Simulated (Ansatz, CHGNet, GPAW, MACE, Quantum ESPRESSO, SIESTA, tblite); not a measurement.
**How far do other methods lie from plane waves? Random packing of 64AlN-36Al2O3 (mol %) (86 atoms)**

One geometry of random packing of 64AlN-36Al2O3 (mol %) (86 atoms) is solved by several programs and methods. How far do their forces lie from a plane-wave PBE run?

Results are calculated, not measured.

### Step 1. The cell

The cell holds 86 atoms (38 Al, 18 N and 30 O), with edges of 9.74, 9.74 and 9.74 Å. Recipe: 86 atoms (38 Al, 18 N, 30 O) packed at random in a cube at 3.16 g/cm³ and pushed apart as soft spheres, cations and anions kept from their own kind; a start for melting by ab initio MD, not an equilibrated structure. Then every atom was moved at random, 0.03 Å r.m.s. a Cartesian component. The density is 3.16 g/cm³.

### Step 2. The reference input

Quantum ESPRESSO 7.5: Kohn-Sham DFT, PBE, SSSP efficiency 1.3.0 pseudopotentials, plane waves. Its input, pw.in:

```
&control
  calculation = 'scf'
  pseudo_dir = './pseudo'
  outdir = './tmp'
  disk_io = 'none'
  tprnfor = .true.
  tstress = .true.
/
&system
  ibrav = 0
  nat = 86
  ntyp = 3
  ecutwfc = 60
  ecutrho = 480
  nosym = .true.
  occupations = 'smearing'
  smearing = 'fd'
  degauss = 0.003675
/
&electrons
  conv_thr = 4.3e-07
  electron_maxstep = 100
  mixing_beta = 0.4
  mixing_mode = 'plain'
  diagonalization = 'david'
/
ATOMIC_SPECIES
Al 26.982 Al.upf
N 14.007 N.upf
O 15.999 O.upf
CELL_PARAMETERS angstrom
9.73820 0.00000 0.00000
0.00000 9.73820 0.00000
0.00000 0.00000 9.73820
ATOMIC_POSITIONS crystal
Al 0.99042 0.26924 0.26938
Al 0.04580 0.55505 0.47139
Al 0.89497 0.45027 0.75529
Al 0.84845 0.88902 0.52915
[... 80 atom lines left out ...]
O 0.05060 0.21899 0.52318
O 0.48620 0.54872 0.91941
K_POINTS gamma
```

```console
$ OMP_NUM_THREADS=1 mpirun -np 4 pw.x -in pw.in > output.txt
```

Elapsed: 6.1 min, on 4 MPI ranks of Arm Neoverse V2, shared host; peak memory 3.3 GiB.

It converged with an r.m.s. force component of 1.8 eV/Å and a pressure of 4.9 GPa.

### Step 3. What was run beside it

- CHGNet: machine-learned potential, published weights.
- GPAW 26.7.0: PAW with atomic orbitals (LCAO), plane waves or a real-space grid of spacing h.
- MACE: machine-learned potential, published weights.
- Quantum ESPRESSO 7.5: plane waves; labels (QE) give functional, pseudopotential set and cutoffs of waves/density.
- SIESTA 5.4.2: numerical atomic orbitals, whose automatically made sets are far from complete, with PseudoDojo norm-conserving potentials that we converted to its format (checked against plane waves on the same files for H, C, O, Si, Ge and Ca alone); labels give functional, basis size, energy shift and mesh cutoff.
- tblite 0.8.0: extended tight binding, driven from Python.

All use the same cell and atoms, and the electronic-structure runs the same k-mesh.

### Step 4. All runs compared

Differences are against the reference: forces as r.m.s. over components, share as that over the reference's r.m.s. force, slope as the fitted ratio of a run's forces to the reference's.

| run | Δ force, r.m.s. (meV/Å) | share (%) | slope | Δ pressure (GPa) | cores | CPU time | memory (GiB) |
| --- | --- | --- | --- | --- | --- | --- | --- |
| reference | - | - | - | - | 4 | 25 min | 3.3 |
| CHGNet 0.3.0 potential | 505 | 28.2 | 0.982 | -6.15 | 1 | 3.9 s | 1.6 |
| GPAW PBE, LCAO dzp, h 0.18 Å | 201 | 11.2 | 0.960 | - | 1 | 12 min | 1.9 |
| GPAW PBE, LCAO dzp, h 0.18 Å, other mixer settings | 201 | 11.2 | 0.960 | - | 2 | 20 min | 2.1 |
| GPAW PBE, LCAO dzp, h 0.22 Å (coarse) | 239 | 13.3 | 0.953 | - | 1 | 6.5 min | 1.0 |
| GPAW PBE, LCAO sz(dzp), h 0.18 Å (coarse) | 703 | 39.2 | 0.951 | - | 1 | 2.7 min | 1.4 |
| GPAW PBE, grid h 0.2 Å | 85.8 | 4.79 | 0.998 | - | 2 | 7.2 min | 1.6 |
| MACE MP-0b2 small potential | 416 | 23.2 | 0.946 | -2.85 | 1 | 6.2 s | 0.66 |
| MACE MPA-0 medium potential | 343 | 19.1 | 0.953 | 0.615 | 1 | 7.5 s | 1.2 |
| QE PBE, sssp-1.3.0-efficiency, 35/280 Ry (coarse) | 7.78 | 0.434 | 1.000 | -7.94 | 2 | 14 min | 1.5 |
| SIESTA PBE, DZP, shift 0.01 Ry, mesh 500 Ry | 135 | 7.51 | 0.980 | 1.68 | 2 | 28 min | 3.2 |
| SIESTA PBE, SZ, shift 0.01 Ry, mesh 500 Ry (coarse) | 793 | 44.3 | 1.015 | 18.9 | 1 | 5.7 min | 1.3 |
| SIESTA PBE, SZ, shift 0.02 Ry, mesh 500 Ry (coarse) | 768 | 42.8 | 1.043 | 12.9 | 1 | 3.9 min | 1.1 |
| tblite GFN1-xTB | 945 | 52.7 | 0.626 | 20.7 | 1 | 8 s | 0.13 |

Rows marked coarse use a setting chosen to be so.

Times of the machine-learned potentials are mostly Python's start and the loading of weights.

CPU time is summed over cores on shared hosts, so it is rough.

### Step 5. What came out

Forces lie from 0.43 % (QE PBE, sssp-1.3.0-efficiency, 35/280 Ry, coarse) to 53 % (tblite GFN1-xTB) of the reference's r.m.s. force of 1.8 eV/Å away from it. Other PBE runs on plane waves or a grid: GPAW PBE, grid h 0.2 Å 4.8 % of the r.m.s. force; the reference has errors of its own, so differences under a few per cent don't tell which side is nearer the exact PBE result. The PBE runs in local orbitals, coarse settings apart, differ by 7.5 % (SIESTA PBE, DZP, shift 0.01 Ry, mesh 500 Ry) to 11 % (GPAW PBE, LCAO dzp, h 0.18 Å); basis, grid and potentials can all enter. Tight binding differs by 53 % (tblite GFN1-xTB); it is another model, with fitted parameters of its own, and the xTB methods hold dispersion.

Machine-learned potentials differ by 19 % (MACE MPA-0 medium potential) to 28 % (CHGNet 0.3.0 potential); they were trained on other programs' data. Runs with settings chosen to be coarse differ by 0.43 % (QE PBE, sssp-1.3.0-efficiency, 35/280 Ry) to 44 % (SIESTA PBE, SZ, shift 0.01 Ry, mesh 500 Ry), their programs' other errors included. From GPAW PBE, LCAO dzp, h 0.22 Å to the finer GPAW PBE, LCAO dzp, h 0.18 Å, other mixer settings the share falls from 13 to 11 %. Pressures at PBE, coarse settings apart, lie +1.68 GPa from the reference's.

**Limits.** Periodic xTB results under one method name differ between programs and library versions. The reference's pressure holds the uncorrected Pulay stress of its 60 Ry basis, so small pressure differences, may be the reference's own error. Machine-learned potentials mimic data converged in k, so the reference's own k-point error enters their differences. The reference's stress is far from hydrostatic: its diagonal is 3.1, 8.3, 3.4 GPa, compression counted positive. The electronic-structure runs sample only Γ, in a cell whose shortest periodic width is 10 Å, which is coarse for a cell with partly filled levels. The reference's pressure of 4.9 GPa reflects the volume that the recipe set, positions that aren't this level's minimum and the basis. The reference has no spin polarisation, so local moments can't form. Where levels are smeared, the DFT runs use Fermi–Dirac occupations at 580 K (0.05 eV), and energies are free energies. The atoms were displaced at random, and shares hang on the size of the forces that this gives. The reference's cutoffs and mesh weren't converged further here.

[Long decimals in the printed logs are rounded to 6 places.]

[Logs are printed without paths, hosts, clocks, repeated set-up lines and the standing remarks that a program may print on its own settings, such as how far it seeks lower states.]

[Hosts, paths, dates, database ids (printed as entryN), source tags and the programs' standing remarks are cut or masked in the printed files.]

[Only finished runs are shown, without SIESTA runs on faulty potentials for Cu, Fe, Ni or Zn; cells were taken only where this reference lay near another plane-wave run.]
